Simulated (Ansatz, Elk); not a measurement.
## BaCuSCl: X-ray structure factors from the self-consistent density

The structure of BaCuSCl used here is made up (a known structure type with other elements) and was relaxed beforehand with PBE. The aim is the Fourier transform of its all-electron density, F(hkl), set beside the sum over free spherical atoms that refinements use.

Program: Elk 11.2.3 (patched build). Level of theory: DFT, PBE, all-electron APW+lo, Dirac cores, scalar-relativistic bands, static density, no spin. Results are calculated unless marked as measured.

The structure was built from a prototype and need not be the compound's stable phase.

## (1) Starting point

Symmetry: P4/nmm, No. 129, tetragonal system. The conventional cell has a = 4.542 Å, b = 4.542 Å, c = 9.233 Å, α = 90.00°, β = 90.00°, γ = 90.00°. Nearest to Ba lie 4 Cl at 3.05 Å and 4 Cu at 3.44 Å and 5 S at 3.57 to 3.62 Å. Nearest to Cu lie 4 S at 2.49 Å. Cl has 4 Ba at 3.05 Å nearest. Nearest to S lie 4 Cu at 2.49 Å and 5 Ba at 3.57 to 3.62 Å. Farther neighbours and most contacts between anions are not listed.

## (2) Ground state and structure factors

An all-electron density is needed, since X-rays see the cores too. Task 0 finds the density and task 195 Fourier-transforms it; tshift is off so that phases refer to the origin typed.

Contents of elk.in:

```
tasks
  0
  195

xctype
  20

spinpol
  .false.

rgkmax
  7.0

gmaxvr
  14.0

lmaxo
  7

lmaxapw
  8

swidth
  0.002

tshift
  .false.

ramdisk
  .false.

hmaxvr
  5.5

maxscl
  120

epspot
  1e-06

sppath
  './'

avec
  8.58302010343 -0.00000000000 -0.00000000000
  0.00000000000 8.58302010343 -0.00000000000
  -0.00000000000 -0.00000000000 17.44715705941

atoms
  4
  'Ba.in'
  2
  0.5000000000 -0.0000000000 0.2198873526   0.000000 0.000000 0.000000
  0.0000000000 0.5000000000 0.7801126474   0.000000 0.000000 0.000000
  'Cu.in'
  2
  -0.0000000000 -0.0000000000 0.5000000000   0.000000 0.000000 0.000000
  0.5000000000 0.5000000000 0.5000000000   0.000000 0.000000 0.000000
  'Cl.in'
  2
  0.0000000000 -0.0000000000 0.0000000000   0.000000 0.000000 0.000000
  0.5000000000 0.5000000000 0.0000000000   0.000000 0.000000 0.000000
  'S.in'
  2
  0.5000000000 0.0000000000 0.6114351567   0.000000 0.000000 0.000000
  -0.0000000000 0.5000000000 0.3885648433   0.000000 0.000000 0.000000

ngridk
  5 5 3
```

Run with:

```bash
> OMP_NUM_THREADS=4 elk
```

Numbers of over 12 decimals in the logs are rounded to 6 here.

Log:

```text
┌─────────────────────────┐
│ Elk code version 11.2.3 │
└─────────────────────────┘

All units are atomic (Hartree, Bohr, etc.)

┌─────────────────────────────────────────────────┐
│ Ground-state run starting from atomic densities │
└─────────────────────────────────────────────────┘

Lattice vectors :
   8.583020103      -0.000000000      -0.000000000
   0.000000000       8.583020103      -0.000000000
  -0.000000000      -0.000000000       17.44715706

Reciprocal lattice vectors :
  0.7320483037       0.000000000       0.000000000
   0.000000000      0.7320483037       0.000000000
   0.000000000       0.000000000      0.3601265975

Unit cell volume      :    1285.301251
Brillouin zone volume :   0.1929899417

Muffin-tin inner radius fraction :   0.1000000000E-01

Nuclei treated as point charges

Species : 1 (Ba)
 parameters loaded from : Ba.in
 name : barium
 nuclear charge    :   -56.00000000
 electronic charge :    56.00000000
 atomic mass :    250331.8071
 muffin-tin radius :    2.800000000
 number of radial points in muffin-tin :   1393
 inner part over the whole radius :   0.9950032293E-02
 number on inner part of muffin-tin    :    996
 approximate nuclear radius :   0.9171481901E-04
 number of mesh points to nuclear radius :    504
 atomic positions (lattice), magnetic fields (Cartesian) :
  1 :   0.50000000  0.00000000  0.21988735    0.00000000  0.00000000  0.00000000
  2 :   0.00000000  0.50000000 -0.21988735    0.00000000  0.00000000  0.00000000

Species : 2 (Cu)
 parameters loaded from : Cu.in
 name : copper
 nuclear charge    :   -29.00000000
 electronic charge :    29.00000000
 atomic mass :    115837.2717
 muffin-tin radius :    2.400000000
 number of radial points in muffin-tin :    993
 inner part over the whole radius :   0.9893084826E-02
 number on inner part of muffin-tin    :    701
 approximate nuclear radius :   0.7406004541E-04
 number of mesh points to nuclear radius :    336
 atomic positions (lattice), magnetic fields (Cartesian) :
  1 :   0.00000000  0.00000000  0.50000000    0.00000000  0.00000000  0.00000000
  2 :   0.50000000  0.50000000  0.50000000    0.00000000  0.00000000  0.00000000

Species : 3 (Cl)
 parameters loaded from : Cl.in
 name : chlorine
 nuclear charge    :   -17.00000000
 electronic charge :    17.00000000
 atomic mass :    64626.86550
 muffin-tin radius :    2.200000000
 number of radial points in muffin-tin :    793
 inner part over the whole radius :   0.9992010025E-02
 number on inner part of muffin-tin    :    555
 approximate nuclear radius :   0.6305718926E-04
 number of mesh points to nuclear radius :    253
 atomic positions (lattice), magnetic fields (Cartesian) :
  1 :   0.00000000  0.00000000  0.00000000    0.00000000  0.00000000  0.00000000
  2 :   0.50000000  0.50000000  0.00000000    0.00000000  0.00000000  0.00000000

Species : 4 (S)
 parameters loaded from : S.in
 name : sulphur
 nuclear charge    :   -16.00000000
 electronic charge :    16.00000000
 atomic mass :    58450.91931
 muffin-tin radius :    2.200000000
 number of radial points in muffin-tin :    793
 inner part over the whole radius :   0.9890556315E-02
 number on inner part of muffin-tin    :    554
 approximate nuclear radius :   0.6195814986E-04
 number of mesh points to nuclear radius :    251
 atomic positions (lattice), magnetic fields (Cartesian) :
  1 :   0.50000000  0.00000000 -0.38856484    0.00000000  0.00000000  0.00000000
  2 :   0.00000000  0.50000000  0.38856484    0.00000000  0.00000000  0.00000000

Total number of atoms per unit cell :    8
Total muffin-tin volume :    478.1252691
 ratio of muffin-tin to unit cell volume :   0.3719947125

Spin treatment :
 spin-unpolarised

Number of Bravais lattice symmetries :   16
Number of crystal symmetries         :   16
Crystal has no inversion symmetry
Complex Hermitian eigensolver will be used

k-point grid :      5     5     3
k-point offset :    0.000000000       0.000000000       0.000000000
k-point set is reduced with full crystal symmetry group
[...]
total energy                :     -21312.336253111

Density of states at Fermi energy :    12.78522086
 (states/Hartree/unit cell)

Estimated indirect band gap :   0.6678951370E-02
 from k-point 1 to k-point 1
Estimated direct band gap   :   0.6678951370E-02
 at k-point 1

Charges :
 core                        :    136.0000000
 valence                     :    100.0000000
 interstitial                :    12.57578566
 muffin-tins (core leakage)
  species : 1 (Ba)
[...]
species : 2 (Cu)
[...]
species : 3 (Cl)
[...]
species : 4 (S)
[...]
total in muffin-tins        :    223.4242143
 total calculated charge     :    235.9993383
 total charge                :    236.0000000
 error                       :   0.6617269227E-03

RMS change in Kohn-Sham potential (target) :   0.3869220322     (  0.1000000000E-05)
Absolute change in total energy (target)   :   0.7362731972     (  0.1000000000E-03)

[... loops 3 to 15 left out ...]

┌──────────────────┐
│ Loop number : 16 │
└──────────────────┘

Energies :
 Fermi                       :     0.208162
 sum of occupied eigenvalues :     -12883.862611209
 electron kinetic            :      22472.806837286
 core electron kinetic       :      21508.997934845
 Coulomb                     :     -43143.511956297
 Coulomb potential           :     -34523.304173043
 nuclear-nuclear             :     -2061.8134786235
 electron-nuclear            :     -47678.625622728
 Hartree                     :      6596.9271450549
 Madelung                    :     -25881.859869776
 xc potential                :     -833.36527545231
 exchange                    :     -628.38361084652
 correlation                 :     -11.498622359026
 electron entropic           :    -0.11355252171740E-04
 total energy                :     -21310.587363572

Density of states at Fermi energy :   0.4089564220
 (states/Hartree/unit cell)

Estimated indirect band gap :   0.2021743270E-01
 from k-point 1 to k-point 1
Estimated direct band gap   :   0.2021743270E-01
 at k-point 1

Charges :
 core                        :    136.0000000
 valence                     :    100.0000000
 interstitial                :    12.02380094
 muffin-tins (core leakage)
  species : 1 (Ba)
[...]
species : 2 (Cu)
[...]
species : 3 (Cl)
[...]
species : 4 (S)
[...]
total in muffin-tins        :    223.9761991
 total calculated charge     :    235.9994178
 total charge                :    236.0000000
 error                       :   0.5821659261E-03

RMS change in Kohn-Sham potential (target) :   0.4501016487E-06 (  0.1000000000E-05)
Absolute change in total energy (target)   :   0.9171971760E-04 (  0.1000000000E-03)

Convergence targets achieved

┌──────────────────┐
│ Loop number : 17 │
└──────────────────┘

Energies :
 Fermi                       :     0.208162
 sum of occupied eigenvalues :     -12883.862587665
 electron kinetic            :      22472.806838767
 core electron kinetic       :      21508.997937023
 Coulomb                     :     -43143.511951863
 Coulomb potential           :     -34523.304176892
 nuclear-nuclear             :     -2061.8134786235
 electron-nuclear            :     -47678.625607894
 Hartree                     :      6596.9271346545
 Madelung                    :     -25881.859863417
 xc potential                :     -833.36524954054
 exchange                    :     -628.38361019577
 correlation                 :     -11.498622329659
 electron entropic           :    -0.11355309938424E-04
 total energy                :     -21310.587356977

Density of states at Fermi energy :   0.4089588982
 (states/Hartree/unit cell)

Estimated indirect band gap :   0.2021740498E-01
 from k-point 1 to k-point 1
Estimated direct band gap   :   0.2021740498E-01
 at k-point 1

Charges :
 core                        :    136.0000000
 valence                     :    100.0000000
 interstitial                :    12.02380050
 muffin-tins (core leakage)
  species : 1 (Ba)
[...]
species : 2 (Cu)
[...]
species : 3 (Cl)
[...]
atom 2                    :    15.72670322     (  0.1526218289E-04)
  species : 4 (S)
   atom 1                    :    14.48253540     (  0.6909893275E-04)
   atom 2                    :    14.48253540     (  0.6909893275E-04)
 total in muffin-tins        :    223.9761995
 total calculated charge     :    235.9994178
 total charge                :    236.0000000
 error                       :   0.5821665473E-03

┌──────────────────────────────┐
│ Self-consistent loop stopped │
└──────────────────────────────┘

Warning : core states of species 2 leak from the muffin-tin :   0.1609057386E-03

Wrote STATE.OUT
```

Elapsed: 79 s, on 4 threads of Arm Neoverse V1, shared host; peak memory 0.35 GiB; 3.2 min of CPU time.

SFACRHO.OUT:

```text

h k l indices transformed by vhmat matrix:
   1.000000000       0.000000000       0.000000000    
   0.000000000       1.000000000       0.000000000    
   0.000000000       0.000000000       1.000000000    

      h      k      l  multipl.   |H|            Re(F)            Im(F)           |F|

      0      0      0      1   0.0000000       236.00000      0.92443336E-16   236.00000    
      0      0      1      2  0.36012660      -26.941328     -0.66889268E-14   26.941328    
      0      0     -2      2  0.72025319      -5.6061286     -0.78037479E-14   5.6061286    
      1      0      0      4  0.73204830       0.0000000      0.56889922E-13  0.56889922E-13
      1      0      1      4  0.81583447     -0.60200341E-13  -80.165038       80.165038    
      1      0     -1      4  0.81583447      0.11148211E-13   80.165038       80.165038    
      0     -1     -2      4   1.0269661      0.11148211E-14  -60.017977       60.017977    
      0      1      2      4   1.0269661      0.13935264E-14   60.017977       60.017977    
      1      1      0      4   1.0352726      -43.129833      0.24903366E-13   43.129833    
      0      0     -3      2   1.0803798      -60.782488     -0.24526065E-13   60.782488    
      1      1     -1      8   1.0961207      -21.577419      0.33444634E-14   21.577419    
      1     -1      2      8   1.2611717       152.54658     -0.49052130E-13   152.54658    
      0      1     -3      4   1.3050346      0.20066780E-13   94.998482       94.998482    
      0     -1      3      4   1.3050346      0.20066780E-13  -94.998482       94.998482    
      0      0     -4      2   1.4405064       111.53650      0.70233731E-13   111.53650    
      0     -2      0      4   1.4640966       175.83796      0.98767310E-13   175.83796    
     -1      1      3      8   1.4963322       13.625565      0.55741056E-14   13.625565    
     -2      0     -1      4   1.5077367      -21.841919     -0.24526065E-13   21.841919
```

Elk indexes on the primitive cell of elk.in and gives |H| = 4π sin θ/λ in inverse bohr. Below, one row stands for each form hkl of the conventional cell (m members, Friedel mates merged), F is for one primitive cell and the density is static (no thermal factor). Free-atom factors are Waasmaier and Kirfel's, and R is Σm||F|−|F'||/Σm|F|.

| hkl | m | sin θ/λ (Å⁻¹) | abs F, DFT | neutral atoms | diff. | abs of complex diff. |
| --- | --- | --- | --- | --- | --- | --- |
| 001 | 2 | 0.054 | 26.941 | 27.071 | -0.130 | 0.130 |
| 002 | 2 | 0.108 | 5.606 | 5.671 | -0.065 | 0.065 |
| 100 | 4 | 0.110 | 0.000 | 0.000 | +0.000 | 0.000 |
| 101 | 8 | 0.123 | 80.165 | 80.128 | +0.037 | 0.037 |
| 102 | 8 | 0.154 | 60.018 | 59.662 | +0.356 | 0.356 |
| 110 | 4 | 0.156 | 43.130 | 42.630 | +0.500 | 0.500 |
| 003 | 2 | 0.163 | 60.782 | 61.709 | -0.927 | 0.927 |
| 111 | 8 | 0.165 | 21.577 | 22.540 | -0.963 | 0.963 |
| 112 | 8 | 0.190 | 152.547 | 152.702 | -0.155 | 0.155 |
| 103 | 8 | 0.196 | 94.999 | 94.949 | +0.049 | 0.049 |
| 004 | 2 | 0.217 | 111.537 | 112.016 | -0.479 | 0.479 |
| 200 | 4 | 0.220 | 175.838 | 176.189 | -0.351 | 0.351 |
| 113 | 8 | 0.225 | 13.626 | 12.948 | +0.677 | 0.677 |
| 201 | 8 | 0.227 | 21.842 | 22.487 | -0.645 | 0.645 |
| 104 | 8 | 0.243 | 50.800 | 50.762 | +0.038 | 0.038 |
| 202 | 8 | 0.245 | 9.459 | 8.918 | +0.541 | 0.541 |
| 210 | 8 | 0.246 | 0.000 | 0.000 | +0.000 | 0.000 |
| 211 | 16 | 0.252 | 68.442 | 68.430 | +0.012 | 0.012 |
| 114 | 8 | 0.267 | 21.215 | 21.932 | -0.717 | 0.717 |
| 212 | 16 | 0.269 | 48.490 | 48.638 | -0.148 | 0.148 |
| 005 | 2 | 0.271 | 61.781 | 61.529 | +0.252 | 0.252 |
| 203 | 8 | 0.274 | 54.584 | 54.958 | -0.374 | 0.374 |

## (3) The highest occupied states alone

An energy window below the Fermi level keeps the highest occupied states, to see at which angles they scatter; shallow core shells can lie inside it and anion s states outside. No new self-consistency is needed.

Edit elk.in of step 2 so:

```diff
@@ -1,3 +1,2 @@
 tasks
-  0
   195
@@ -40,2 +39,5 @@
 
+wsfac
+  -0.232830 0.508160
+
 sppath
```

Run with:

```bash
> OMP_NUM_THREADS=4 elk
```

Log:

```text
┌─────────────────────────────────┐
│ Elk code version 11.2.3 started │
└─────────────────────────────────┘

Info(readinput): the functional depends on the density's gradient
 muffin-tin radial points multiplied by    2.00000
 (not where nrmtscf is given)

┌────────────────────┐
│ Current task : 195 │
└────────────────────┘

Info(sfacrho): density structure factors written to SFACRHO.OUT

 Energy window :  -0.2328300000      0.5081600000

┌──────────────────┐
│ Elk code stopped │
└──────────────────┘
```

Elapsed: 35 s, on 4 threads; peak memory 0.24 GiB.

States within 12 eV below the Fermi level hold 44.00 electrons; any levels below the window count with the cores. Their amplitudes can exceed the total, where window and core parts have opposite phase:

```
hkl  sin θ/λ (Å⁻¹)  abs F, window  abs F, all
001          0.054         16.619      26.941
002          0.108         26.086       5.606
100          0.110          0.000       0.000
101          0.123          3.053      80.165
102          0.154          3.900      60.018
110          0.156         17.088      43.130
003          0.163          8.390      60.782
111          0.165          7.788      21.577
112          0.190         17.767     152.547
103          0.196          1.871      94.999
```

## (4) Another functional

The difference from free atoms is small, so it is set against the change that LDA (Perdew-Wang) makes.

Edit elk.in of step 3 so:

```diff
@@ -1,2 +1,3 @@
 tasks
+  0
   195
@@ -4,3 +5,3 @@
 xctype
-  20
+  3
 
@@ -39,5 +40,2 @@
 
-wsfac
-  -0.232830 0.508160
-
 sppath
```

Run with:

```bash
> OMP_NUM_THREADS=4 elk
```

Log:

```text
┌─────────────────────────┐
│ Elk code version 11.2.3 │
└─────────────────────────┘

All units are atomic (Hartree, Bohr, etc.)

┌─────────────────────────────────────────────────┐
│ Ground-state run starting from atomic densities │
└─────────────────────────────────────────────────┘

Lattice vectors :
   8.583020103      -0.000000000      -0.000000000
   0.000000000       8.583020103      -0.000000000
  -0.000000000      -0.000000000       17.44715706

Reciprocal lattice vectors :
  0.7320483037       0.000000000       0.000000000
[...]
species : 2 (Cu)
[...]
species : 3 (Cl)
[...]
species : 4 (S)
   atom 1                    :    14.45270164     (  0.6258134445E-04)
   atom 2                    :    14.45270164     (  0.6258134445E-04)
 total in muffin-tins        :    223.8644950
 total calculated charge     :    235.9994581
 total charge                :    236.0000000
 error                       :   0.5419055848E-03

┌──────────────────────────────┐
│ Self-consistent loop stopped │
└──────────────────────────────┘

Warning : core states of species 2 leak from the muffin-tin :   0.1654960877E-03

Wrote STATE.OUT
[key lines of the parts left out:]
total energy                :     -21288.015837115
```

Run time: 58 s. Hardware: 4 threads; peak memory 0.27 GiB.

Against the first run R = 0.04 %; the largest change is +0.080 at 003.

## (5) A coarser k-mesh

About half the k-points along each axis test the sampling.

Edit elk.in of step 4 so:

```diff
@@ -5,3 +5,3 @@
 xctype
-  3
+  20
 
@@ -68,2 +68,2 @@
 ngridk
-  5 5 3
+  2 2 2
```

Run with:

```bash
> OMP_NUM_THREADS=4 elk
```

Log:

```text
┌─────────────────────────┐
│ Elk code version 11.2.3 │
└─────────────────────────┘

All units are atomic (Hartree, Bohr, etc.)

┌─────────────────────────────────────────────────┐
│ Ground-state run starting from atomic densities │
└─────────────────────────────────────────────────┘

Lattice vectors :
   8.583020103      -0.000000000      -0.000000000
   0.000000000       8.583020103      -0.000000000
  -0.000000000      -0.000000000       17.44715706

Reciprocal lattice vectors :
  0.7320483037       0.000000000       0.000000000
[...]
species : 2 (Cu)
[...]
species : 3 (Cl)
[...]
species : 4 (S)
   atom 1                    :    14.49741045     (  0.6927285371E-04)
   atom 2                    :    14.49741045     (  0.6927285371E-04)
 total in muffin-tins        :    223.9862540
 total calculated charge     :    235.9994537
 total charge                :    236.0000000
 error                       :   0.5463033035E-03

┌──────────────────────────────┐
│ Self-consistent loop stopped │
└──────────────────────────────┘

Warning : core states of species 2 leak from the muffin-tin :   0.1611161760E-03

Wrote STATE.OUT
[key lines of the parts left out:]
total energy                :     -21310.571553098
```

Run time: 63 s. Hardware: 4 threads; peak memory 0.34 GiB; 2 min of CPU time.

Against the first run R = 0.01 %; the largest change is +0.033 at 110.

## (6) Settings against the effect

| run | R against the first run (%) | R against neutral atoms, low angle (%) | wall time |
| --- | --- | --- | --- |
| PBE, rgkmax 7 | 0.00 | 0.48 | 79 s |
| LDA (Perdew-Wang) | 0.04 | 0.48 | 58 s |
| k-mesh 2×2×2 | 0.01 | 0.49 | 63 s |

## (7) Results

```json
{
 "R against neutral atoms, sin θ/λ < 0.3 Å⁻¹": "0.48 %",
 "R against neutral atoms, 0.3 to 0.62 Å⁻¹": "0.16 %"
}
```

**Reading.** Independent neutral atoms miss the calculated amplitudes by R = 0.48 % below 0.3 Å⁻¹ and 0.16 % from there to 0.62 Å⁻¹; by shells, 0.10 % below 0.15 Å⁻¹ (3 forms), 0.51 % 0.15 to 0.3 (19 forms), 0.21 % 0.3 to 0.45 (38 forms), 0.13 % above 0.45 (81 forms). Bonding, aspherical density and the tables' own atoms all enter these figures, and the runs don't part them. The largest change of an amplitude is -0.96 electrons, at 111. The window's part falls from 44.0 electrons at the origin to at most 5.06 between 0.45 and 0.62 Å⁻¹, where compact states inside the window still scatter. Below 0.3 Å⁻¹ the changes that finished (LDA (Perdew-Wang) and k-mesh 2×2×2) move F by R = 0.04 % at most, against the 0.48 % that separates it from free atoms. The basis has no finished test. These runs have no spin, though d or f shells may be open. Part of the difference isn't bonding: the tables are fits to free atoms and ions calculated by other methods than this functional. Thermal motion, anomalous dispersion and extinction are left out.

[Logs are printed without paths, hosts, clocks, repeated set-up lines and the standing remarks that a program may print on its own settings, such as how far it seeks lower states.]

[Hosts, paths, dates, database ids (printed as entryN), source tags and the programs' standing remarks are cut or masked in the printed files.]
